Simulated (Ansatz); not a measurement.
## Work function of Zn(0001): what the settings cost and change

How far do functional and pseudopotentials move the work function of Zn(0001), and at what cost?

Calculated with Ansatz 0.2.0; plane-wave DFT, PBE, Ansatz PAW, in the first sound run; inputs show where later runs differ.

**1. The structure**

The cell holds 7 atoms: 7 Zn. Cell: a = 2.660 Å, b = 2.660 Å, c = 32.811 Å, α = 90.0°, β = 90.0°, γ = 60.0°. Vacuum lies along c.

**2. Run, setting PBE, Ansatz PAW (420 eV)**

A work function rests on the faint tail of the density, so the SCF threshold is tight. PBE on the default files comes first; the next runs keep the geometry and change functional or files, each at the cutoff that its files recommend; a relaxation and, for heavy metals, spin-orbit coupling close the ladder.

Input file input.yaml:

```yaml
crystal:
  lattice:
    - [2.66, 0.0, 0.0]
    - [1.33, 2.3036275741, 0.0]
    - [0.0, 0.0, 32.81088]
  atoms:
    - { symbol: Zn, position: [0.0, 0.0, 0.2742992568] }
    - { symbol: Zn, position: [0.6666666667, 0.6666666667, 0.3495328379] }
    - { symbol: Zn, position: [0.0, 0.0, 0.4247664189] }
    - { symbol: Zn, position: [0.6666666667, 0.6666666667, 0.5] }
    - { symbol: Zn, position: [0.0, 0.0, 0.5752335811] }
    - { symbol: Zn, position: [0.6666666667, 0.6666666667, 0.6504671621] }
    - { symbol: Zn, position: [0.0, 0.0, 0.7257007432] }
kpoints:
  mp_grid: { grid: [18, 18, 1] }
hamiltonian:
  xc: pbe
scf:
  occupations: { method: fermi_dirac, width: 0.1 }
  convergence: { dr2_threshold: 1.0e-09 }
efield:
  axis: 3
  dipole_correction: true
  ramp_position: 0.97
  ramp_width: 0.06
output:
  write_potential: true
  write_density: true
  volumetric_format: npy
  elf: true
```

Run with:

```
> ansatz run input.yaml --threads 4 --pin off --max-ram 6144MiB --backend cpu --events-out ev --progress --plain --runs-dir out
```

Numbers of over 12 decimals in the logs are rounded to 6 here.

What it wrote:

```text
Engine: ansatz 0.2.0, aarch64-unknown-linux-gnu
Pseudopotentials: kind: paw
Pseudopotential: Zn, paw, valence charge 12, recommended cutoff 420 eV (normal), Zn.paw.azcp
Functional definition: PBE
  parameter kappa = 0.804
  parameter beta = 0.066725
  exchange = pbe_x(kappa = kappa, mu = beta*pi^2/3)
  correlation = pbe_c(beta = beta)
Crystal: 7 atoms, lattice volume = 201.054 Å³
Basis set: ecut = 420 eV, 3991 PW (Γ)
Bands: 51, of which v1, the nominal top of the filled ones, is band 42 counted from 1 (41 counted from 0)
Symmetry: 6 space group operations
k-points: 37 of 324 (time reversal used)
Non-local potential: Zn, projectors of the file, l = 0: 2, l = 1: 2, l = 2: 3, l = 3: 1
PAW form: soft (Blöchl's): semilocal exchange-correlation on the pseudo side does not see the compensation charge
PAW one-centre angular grid: Zn, 590 points (default); XC on 64 Gauss nodes
Initial density: superposition of atomic densities (neutral atoms: chi_scale 0, normalization atom), corrected by the library's trained network
Initial wavefunctions: pseudopotential atomic-orbital guess
Functional: x = pbe(κ = 0.804, μ = 0.219515), c = pbe(β = 0.066725)
SCF iter   1: F=—  HF=-23233.005391 eV  |F-HF|=—  |Δ(HF+E_count)|=         —  Δρ=2.02e-3  dr2=3.29e-1  ethr=1.77e-3  p=-0.000 e·Å  D=-1.07e-14 V/Å  ΔV_dip=0.00 eV  dr2_dipole=1.14e-6  V_vac-E_F(+/−)=4.12/4.12 eV  ⟨swp⟩=14.9  Hψ=11769  notcnv=0  defer=20
efield: sawtooth ramp at fractional position 0.9700 (set: `efield.ramp_position`, or a place that a band, a saddle search or an elastic batch's reference lends), width 0.0600; the density the first Hamiltonian is built on has a dipole p = -0.000 e·Å; the dipole correction subtracts the counter field D = -1.07e-14 V/Å, which shifts the + side's vacuum level by +0.00 eV against the − side's; the planar-averaged density in the ramp window peaks in size at 2.0e-5 e/Å³
preconditioner: auto → LDOS  [metal: Δε(μ)=0.077 eV  Ē_g=10.549 eV  σ=0.100 eV  W_gap=0.19  n_scr=24 (ndim 8)  ℏωp=24.0 eV  f_vac=0.447  D(μ)=1.29/eV (n_scr^D=10)  β→1.0]
SCF iter   2: F=—  HF=-23233.002586 eV  |F-HF|=—  |Δ(HF+E_count)|=   2.81e-3  Δρ=1.83e-3  dr2=5.39e-2  ethr=3.92e-4  p=0.000 e·Å  D=2.03e-6 V/Å  ΔV_dip=-0.00 eV  dr2_dipole=1.42e-6  V_vac-E_F(+/−)=4.12/4.12 eV  ⟨swp⟩=2.2  Hψ=2445  notcnv=0  defer=35
SCF iter   3: F=—  HF=-23232.997890 eV  |F-HF|=—  |Δ(HF+E_count)|=   4.70e-3  Δρ=4.75e-4  dr2=1.20e-3  ethr=6.42e-5  p=0.000 e·Å  D=2.86e-6 V/Å  ΔV_dip=-0.00 eV  dr2_dipole=3.47e-7  V_vac-E_F(+/−)=4.12/4.12 eV  ⟨swp⟩=2.6  Hψ=3044  notcnv=0  defer=35
SCF iter   4: F=—  HF=-23232.997897 eV  |F-HF|=—  |Δ(HF+E_count)|=   7.46e-6  Δρ=2.74e-4  dr2=8.99e-5  ethr=1.43e-6  p=0.000 e·Å  D=3.02e-6 V/Å  ΔV_dip=-0.00 eV  dr2_dipole=1.20e-8  V_vac-E_F(+/−)=4.13/4.13 eV  ⟨swp⟩=2.2  Hψ=3688  notcnv=0  defer=35
SCF iter   5: F=—  HF=-23232.997869 eV  |F-HF|=—  |Δ(HF+E_count)|=   2.79e-5  Δρ=7.24e-5  dr2=6.13e-6  ethr=1.07e-7  p=0.000 e·Å  D=2.76e-6 V/Å  ΔV_dip=-0.00 eV  dr2_dipole=5.49e-9  V_vac-E_F(+/−)=4.14/4.14 eV  ⟨swp⟩=2.9  Hψ=4084  notcnv=0  defer=35
SCF iter   6: F=—  HF=-23232.997866 eV  |F-HF|=—  |Δ(HF+E_count)|=   3.14e-6  Δρ=1.85e-5  dr2=6.22e-7  ethr=7.29e-9  p=0.000 e·Å  D=1.43e-6 V/Å  ΔV_dip=-0.00 eV  dr2_dipole=1.84e-11  V_vac-E_F(+/−)=4.14/4.14 eV  ⟨swp⟩=2.3  Hψ=3681  notcnv=0  defer=32
SCF iter   7: F=—  HF=-23232.997867 eV  |F-HF|=—  |Δ(HF+E_count)|=   5.69e-7  Δρ=5.85e-6  dr2=7.49e-8  ethr=7.41e-10  p=0.000 e·Å  D=2.95e-7 V/Å  ΔV_dip=-0.00 eV  dr2_dipole=9.12e-16  V_vac-E_F(+/−)=4.14/4.14 eV  ⟨swp⟩=2.2  Hψ=3430  notcnv=0  defer=32
SCF iter   8: F=—  HF=-23232.997867 eV  |F-HF|=—  |Δ(HF+E_count)|=   9.14e-9  Δρ=2.82e-6  dr2=1.27e-8  ethr=8.91e-11  p=0.000 e·Å  D=1.05e-7 V/Å  ΔV_dip=-0.00 eV  dr2_dipole=1.06e-14  V_vac-E_F(+/−)=4.14/4.14 eV  ⟨swp⟩=2.1  Hψ=3514  notcnv=0  defer=32
SCF iter   9: F=-23232.997867 eV  HF=-23232.997867 eV  |F-HF|=7.28e-12  |Δ(HF+E_count)|=   2.81e-9  Δρ=6.48e-7  dr2=9.59e-10  ethr=1.19e-12  p=0.000 e·Å  D=3.16e-8 V/Å  ΔV_dip=-0.00 eV  dr2_dipole=6.91e-14  V_vac-E_F(+/−)=4.14/4.14 eV  ⟨swp⟩=10.3  Hψ=9262  notcnv=0
SCF 1 converged in 9 iterations: F = -23232.997867 eV  dr2 = 9.59e-10
  greatest PAW one-centre occupation: 0.982 electrons in one spin orbital (limit 2), on the Zn atom at site 0 (counted from 0), in its partial waves of l = 2
WARN: The output density's exchange-correlation potential varies sharply where the density is thin. Do not read a vacuum level from v_tot or v_xc, or from such a field of the output density. On a cell that repeats whose density bears no net charge and no dipole along the vacuum's axis use v_es (v_loc + v_h of the components); under efield.dipole_correction with no amplitude use v_es + v_field, which holds any externa [...]
SCF converged after 9 iterations
Free energy (F): -23232.997867 eV
Harris-Foulkes:  -23232.997867 eV  (|F-HF|=7.28e-12)
Internal energy: -23232.955230 eV  (E = F + TS)
E sigma→0 (E₀):  -23232.976549 eV
Entropy (-TS):   -0.042636 eV (-6.091 meV/atom)
Fermi energy:    3.879860 eV
Dipole field:    D = -0.000000 V/Å  (p = -0.000000 e·Å, saw-weighted, corrected)
Work function:   Φ+ = 4.1402 eV   Φ− = 4.1402 eV
Levels:          The Fermi level and band energies are counted from a zero that moves with the ramp; work functions are not
--- Per-component energies (eV) ---
  E_band       = -252.411606
  E_kinetic    = 915.664933
  E_local      = -140695.627507  (includes V_loc(G=0)·N_el)
  E_nonlocal   = 4273.180966
  E_hartree    = 69181.405619
  E_xc         = -963.062062
  E_vxc        = -366.968727  (∫ρ·V_xc dr)
  E_paw        = -12773.133067  (= ΣΔE_a)
  E_vpaw       = -2741.467088  (= ΣTr[D̂ρ^β])
  E_aug_tail   = -0.002579  (compensation charges beyond the density's cutoff)
  E_efield     = 0.000000  (sawtooth field / dipole correction)
  E_vefield    = 0.000000  (∫n·V_field dr)
  E_ewald      = 56828.618467
  E_smearing   = -0.042636  (= −TS)
  E_closure    = -0.000000  (closes the sum)
  Σ components = -23232.997867   (vs F -23232.997867, Δ=0.00e0)
--- Band table (eV; the first three rows and the last of 37) ---
  k-point 0: bands = [... 38 lower, -3.0170, -2.8170, -1.6926, -0.1834, 1.0447, 2.9904, 4.8754, 6.6133, ... 5 higher]
  k-point 1: bands = [... 38 lower, -3.0194, -2.6864, -1.5952, -0.1121, 1.1689, 3.0834, 4.9631, 6.6979, ... 5 higher]
  k-point 2: bands = [... 38 lower, -2.9969, -2.4198, -1.3304, 0.0990, 1.5298, 3.3627, 5.2260, 6.9516, ... 5 higher]
  k-point 36: bands = [... 38 lower, 4.2961, 4.3522, 4.5712, 4.6466, 5.0392, 5.1652, 5.2598, 5.9131, ... 5 higher]
```

Run time: 35 s. Hardware: 4 threads of Arm Neoverse N1, shared host; peak memory 0.73 GiB.

The column dr2 measures how far the density is from self-consistency, as an energy; F and HF (Harris–Foulkes) agree once it is small.

This step gave:

| Property | Result |
| --- | --- |
| energy at zero smearing | -23232.9765 eV |
| work function, upper face | 4.140 eV |

Running mean over 2.468 Å of the planar mean; the ramp of the sawtooth is left out. Table of electron's electrostatic potential energy less the Fermi level by z:

```csv
z (Å),electron's electrostatic potential energy less the Fermi level (eV)
4,4.14
5,4.13
6,4.06
7,3.14
8,-2.93
9,-6.25
10,-6.47
11,-6.54
12,-6.56
13,-6.60
14,-6.62
15,-6.62
16,-6.61
17,-6.61
18,-6.62
19,-6.61
20,-6.59
21,-6.56
22,-6.54
23,-6.45
24,-6.08
25,-1.56
26,3.53
27,4.09
28,4.14
29,4.14
```

Electrostatic potential energy in the ca plane at fractional y = 0.000, with atoms of Zn within 0.2 Å of it. With pseudopotentials it is smooth inside the atoms' cores, unlike the true potential.

Values in eV, 5 rows by 16 columns, each cell a mean:
```
-11 -32   0   3   4 -13 -32   1   3   4 -14 -31   2   8   8   8
  1  -8   4  -5   0   1  -7   4  -6   1   0  -7   6   8   8   8
  4   2   4 -11  -3   4   2   4 -11  -2   4   2   7   8   8   8
 -3 -17   3  -1   2  -4 -17   3  -1   2  -5 -16   5   8   8   8
-14 -36  -1   4   5 -16 -35   0   4   5 -17 -34   1   8   8   8
```
Columns run along c (16.0 Å, from fractional 0.39 to 0.88 of the cell; values clipped at the 3rd and 97th percentile), rows up along a (2.7 Å). Atoms in or near the plane, at fractional coordinates: Zn at (0.42, 0.00), Zn at (0.58, 0.00), Zn at (0.73, 0.00).

Valence density in the ca plane at fractional y = 0.000, with atoms of Zn within 0.2 Å of it. It is the smooth field of the valence electrons, not physical close to the nuclei.

Ten steps, logarithmic in the rise over the least value, from '0' (0 e/Å³) to '9' (33 e/Å³), each cell a mean:
```
12687310011100137852100110001588410000000000
01343210011100124431001111001244210000000000
01111100112110011111001121000111100000000000
00111000122210001110001221100111000000000000
00111100112110011110001221100111100000000000
01232100111110012321001111001233100000000000
12576210011100126742100111001466310000000000
12798310011000148962100110002699510000000000
```
Columns run along c (16.0 Å, from fractional 0.39 to 0.88 of the cell), rows up along a (2.7 Å). Atoms in or near the plane, at fractional coordinates: Zn at (0.42, 0.00), Zn at (0.58, 0.00), Zn at (0.73, 0.00).

ELF in the ca plane at fractional y = 0.000, with atoms of Zn within 0.2 Å of it. It is the smooth field of the valence electrons, not physical close to the nuclei.

Values, 5 rows by 16 columns, each cell a mean:
```
0.16 0.05 0.23 0.34 0.32 0.15 0.06 0.24 0.34 0.31 0.14 0.06 0.21 0.07 0.01 0.00
0.23 0.21 0.23 0.21 0.22 0.23 0.21 0.23 0.21 0.23 0.22 0.22 0.25 0.07 0.01 0.00
0.27 0.29 0.24 0.20 0.20 0.27 0.29 0.24 0.20 0.21 0.26 0.32 0.29 0.07 0.01 0.00
0.20 0.15 0.23 0.24 0.25 0.20 0.16 0.23 0.24 0.25 0.19 0.16 0.23 0.07 0.01 0.00
0.14 0.02 0.23 0.40 0.35 0.13 0.03 0.24 0.40 0.34 0.12 0.04 0.20 0.08 0.01 0.00
```
Columns run along c (16.0 Å, from fractional 0.39 to 0.88 of the cell), rows up along a (2.7 Å). Atoms in or near the plane, at fractional coordinates: Zn at (0.42, 0.00), Zn at (0.58, 0.00), Zn at (0.73, 0.00).

The work function is 4.140 eV.

**3. Slab**

This step: plane-wave DFT, LDA, Ansatz PAW (Ansatz 0.2.0).

input.yaml: that of step 2 with these lines changed.

```diff
@@ -16,3 +16,3 @@
 hamiltonian:
-  xc: pbe
+  xc: lda
 scf:
@@ -29,2 +29 @@
   volumetric_format: npy
-  elf: true
```

What it wrote:

```text
[...]
Crystal: 7 atoms, lattice volume = 201.054 Å³
Basis set: ecut = 420 eV, 3991 PW (Γ)
Bands: 51, of which v1, the nominal top of the filled ones, is band 42 counted from 1 (41 counted from 0)
Symmetry: 6 space group operations
k-points: 37 of 324 (time reversal used)
[...]
k-point 1: bands = [... 38 lower, -3.4457, -3.0722, -1.9703, -0.5027, 0.8365, 2.7176, 4.5956, 6.3762, ... 5 higher]
  k-point 2: bands = [... 38 lower, -3.4072, -2.8067, -1.7090, -0.2937, 1.1969, 2.9983, 4.8588, 6.6296, ... 5 higher]
  k-point 36: bands = [... 38 lower, 3.9107, 3.9686, 4.2458, 4.2821, 4.6439, 4.8354, 4.8998, 5.5774, ... 5 higher]
[key lines of the parts left out:]
SCF converged after 9 iterations
Free energy (F): -22723.044318 eV
Fermi energy:    3.519457 eV
Dipole field:    D = 0.000000 V/Å  (p = 0.000000 e·Å, saw-weighted, corrected)
Work function:   Φ+ = 4.4471 eV   Φ− = 4.4471 eV
```

Run time: 35 s. Hardware: 4 threads; peak memory 0.72 GiB; 1.9 min of CPU time.

The work function is 4.447 eV, +0.307 eV from the run “PBE, Ansatz PAW (420 eV)”, at 0.98 times its CPU time.

**4. Run**

This step: plane-wave DFT, PBEsol, Ansatz PAW (Ansatz 0.2.0).

input.yaml: that of step 3 with these lines changed.

```diff
@@ -16,3 +16,3 @@
 hamiltonian:
-  xc: lda
+  xc: pbesol
 scf:
```

What it wrote:

```text
[...]
Crystal: 7 atoms, lattice volume = 201.054 Å³
Basis set: ecut = 420 eV, 3991 PW (Γ)
Bands: 51, of which v1, the nominal top of the filled ones, is band 42 counted from 1 (41 counted from 0)
Symmetry: 6 space group operations
k-points: 37 of 324 (time reversal used)
[...]
k-point 1: bands = [... 38 lower, -3.1384, -2.8201, -1.7364, -0.2517, 1.0185, 2.9380, 4.8257, 6.6043, ... 5 higher]
  k-point 2: bands = [... 38 lower, -3.1172, -2.5534, -1.4711, -0.0411, 1.3799, 3.2171, 5.0886, 6.8578, ... 5 higher]
  k-point 36: bands = [... 38 lower, 4.1447, 4.2012, 4.4205, 4.4962, 4.8856, 5.0138, 5.1079, 5.7611, ... 5 higher]
[key lines of the parts left out:]
SCF converged after 10 iterations
Free energy (F): -22965.857906 eV
Fermi energy:    3.730397 eV
Dipole field:    D = 0.000000 V/Å  (p = 0.000000 e·Å, saw-weighted, corrected)
Work function:   Φ+ = 4.2521 eV   Φ− = 4.2521 eV
```

Elapsed: 37 s, on 4 threads; peak memory 0.72 GiB; 2 min of CPU time.

The work function is 4.252 eV, +0.112 eV from the run “PBE, Ansatz PAW (420 eV)”, at 1.0 times its CPU time.

**5. Slab**

This step: plane-wave DFT, RPBE, Ansatz PAW (Ansatz 0.2.0).

input.yaml: that of step 4 with these lines changed.

```diff
@@ -16,3 +16,3 @@
 hamiltonian:
-  xc: pbesol
+  xc: rpbe
 scf:
```

What it wrote:

```text
[...]
Crystal: 7 atoms, lattice volume = 201.054 Å³
Basis set: ecut = 420 eV, 3991 PW (Γ)
Bands: 51, of which v1, the nominal top of the filled ones, is band 42 counted from 1 (41 counted from 0)
Symmetry: 6 space group operations
k-points: 37 of 324 (time reversal used)
[...]
k-point 0: bands = [... 38 lower, -2.8733, -2.6706, -1.5446, -0.0261, 1.1810, 3.1418, 5.0245, 6.7091, ... 5 higher]
  k-point 1: bands = [... 38 lower, -2.8757, -2.5401, -1.4466, 0.0456, 1.3051, 3.2346, 5.1122, 6.7938, ... 5 higher]
  k-point 2: bands = [... 38 lower, -2.8528, -2.2724, -1.1803, 0.2578, 1.6656, 3.5133, 5.3748, 7.0478, ... 5 higher]
  k-point 36: bands = [... 38 lower, 4.4520, 4.5070, 4.6969, 4.7922, 5.1982, 5.2924, 5.4022, 6.0425, ... 5 higher]
[key lines of the parts left out:]
SCF converged after 9 iterations
Free energy (F): -23270.925912 eV
Fermi energy:    4.024903 eV
Dipole field:    D = -0.000001 V/Å  (p = -0.000001 e·Å, saw-weighted, corrected)
Work function:   Φ+ = 4.0003 eV   Φ− = 4.0002 eV
```

It took 35 s on 4 threads; peak memory 0.73 GiB; 1.9 min of CPU time.

The work function is 4.000 eV, -0.140 eV from the run “PBE, Ansatz PAW (420 eV)”, at 0.99 times its CPU time.

**6. Slab**

This step: plane-wave DFT, r2SCAN, Ansatz PAW (Ansatz 0.2.0).

input.yaml: that of step 5 with these lines changed.

```diff
@@ -16,3 +16,3 @@
 hamiltonian:
-  xc: rpbe
+  xc: r2scan
 scf:
```

What it wrote:

```text
[...]
Crystal: 7 atoms, lattice volume = 201.054 Å³
Basis set: ecut = 500 eV, 5075 PW (Γ), exchange–correlation on 80×80×960 points (64 copies of the dense FFT grid, shifted against one another)
Bands: 51, of which v1, the nominal top of the filled ones, is band 42 counted from 1 (41 counted from 0)
Symmetry: 6 space group operations
[...]
k-point 1: bands = [... 38 lower, -3.4080, -3.0720, -1.9413, -0.3935, 0.9278, 2.9627, 4.9486, 6.7965, ... 5 higher]
  k-point 2: bands = [... 38 lower, -3.3959, -2.7975, -1.6653, -0.1708, 1.3057, 3.2549, 5.2242, 7.0602, ... 5 higher]
  k-point 36: bands = [... 38 lower, 4.2261, 4.2772, 4.4504, 4.5470, 5.0111, 5.0731, 5.1755, 5.8543, ... 5 higher]
[key lines of the parts left out:]
SCF converged after 13 iterations
Free energy (F): -23279.331416 eV
Fermi energy:    3.760814 eV
Dipole field:    D = 0.000003 V/Å  (p = 0.000004 e·Å, saw-weighted, corrected)
Work function:   Φ+ = 4.2264 eV   Φ− = 4.2265 eV
```

It took 96 s on 4 threads; peak memory 1.1 GiB.

The work function is 4.226 eV, +0.086 eV from the run “PBE, Ansatz PAW (420 eV)”, at 2.8 times its CPU time.

**7. Slab**

This step: plane-wave DFT, PBE, JTH PAW (Ansatz 0.2.0).

input.yaml: that of step 6 with these lines changed.

```diff
@@ -16,3 +16,4 @@
 hamiltonian:
-  xc: r2scan
+  xc: pbe
+  pseudopotentials: { kind: paw, source: jth }
 scf:
```

What it wrote:

```text
[...]
k-point 0: bands = [... 38 lower, -2.1579, -1.9562, -0.8311, 0.6788, 1.9085, 3.8529, 5.7379, 7.4762, ... 5 higher]
  k-point 1: bands = [... 38 lower, -2.1602, -1.8259, -0.7337, 0.7501, 2.0327, 3.9459, 5.8256, 7.5609, ... 5 higher]
  k-point 2: bands = [... 38 lower, -2.1372, -1.5591, -0.4689, 0.9613, 2.3935, 4.2254, 6.0886, 7.8147, ... 5 higher]
  k-point 36: bands = [... 38 lower, 5.1588, 5.2151, 5.4350, 5.5100, 5.9025, 6.0291, 6.1237, 6.7770, ... 5 higher]
[key lines of the parts left out:]
SCF converged after 12 iterations
Free energy (F): -23222.401292 eV
Fermi energy:    4.743264 eV
Dipole field:    D = -0.000000 V/Å  (p = -0.000000 e·Å, saw-weighted, corrected)
Work function:   Φ+ = 4.1402 eV   Φ− = 4.1401 eV
```

The job ended after 3.1 min (4 threads; peak memory 2.3 GiB).

The work function is 4.140 eV, -0.000 eV from the run “PBE, Ansatz PAW (420 eV)”, at 5.5 times its CPU time.

**8. Run**

This step: plane-wave DFT, PBE, norm-conserving (Ansatz 0.2.0).

input.yaml: that of step 7 with these lines changed.

```diff
@@ -17,3 +17,3 @@
   xc: pbe
-  pseudopotentials: { kind: paw, source: jth }
+  pseudopotentials: { kind: nc }
 scf:
```

What it wrote:

```text
[...]
Crystal: 7 atoms, lattice volume = 201.054 Å³
Basis set: ecut = 1142.878222 eV, 17755 PW (Γ)
Bands: 84, of which v1, the nominal top of the filled ones, is band 70 counted from 1 (69 counted from 0)
Symmetry: 6 space group operations
k-points: 37 of 324 (time reversal used)
[...]
k-point 0: bands = [... 66 lower, -0.8986, -0.7245, 0.3900, 1.8959, 3.1183, 5.0650, 6.9496, 8.6881, ... 10 higher]
  k-point 1: bands = [... 66 lower, -0.9010, -0.5913, 0.4877, 1.9671, 3.2428, 5.1580, 7.0373, 8.7728, ... 10 higher]
  k-point 2: bands = [... 66 lower, -0.8849, -0.3261, 0.7523, 2.1775, 3.6043, 5.4372, 7.3001, 9.0264, ... 10 higher]
  k-point 36: bands = [... 66 lower, 6.3673, 6.4231, 6.6433, 6.7179, 7.1089, 7.2367, 7.3297, 7.9840, ... 10 higher]
[key lines of the parts left out:]
SCF converged after 10 iterations
Free energy (F): -39812.500685 eV
Fermi energy:    5.952117 eV
Dipole field:    D = -0.000000 V/Å  (p = -0.000000 e·Å, saw-weighted, corrected)
Work function:   Φ+ = 4.1438 eV   Φ− = 4.1438 eV
```

Elapsed: 4.2 min, on 4 threads; peak memory 3.1 GiB.

The work function is 4.144 eV, +0.004 eV from the run “PBE, Ansatz PAW (420 eV)”, at 7.8 times its CPU time.

[end of part 1 of 2]

[Logs are printed without paths, hosts, clocks, repeated set-up lines and the standing remarks that a program may print on its own settings, such as how far it seeks lower states.]

[Hosts, paths, dates, database ids (printed as entryN), source tags and the programs' standing remarks are cut or masked in the printed files.]

[Maps of the electrostatic potential energy from Ansatz leave out the sawtooth potential of an applied field or a dipole correction, so their vacuum need not be flat; planar profiles and work functions include it.]
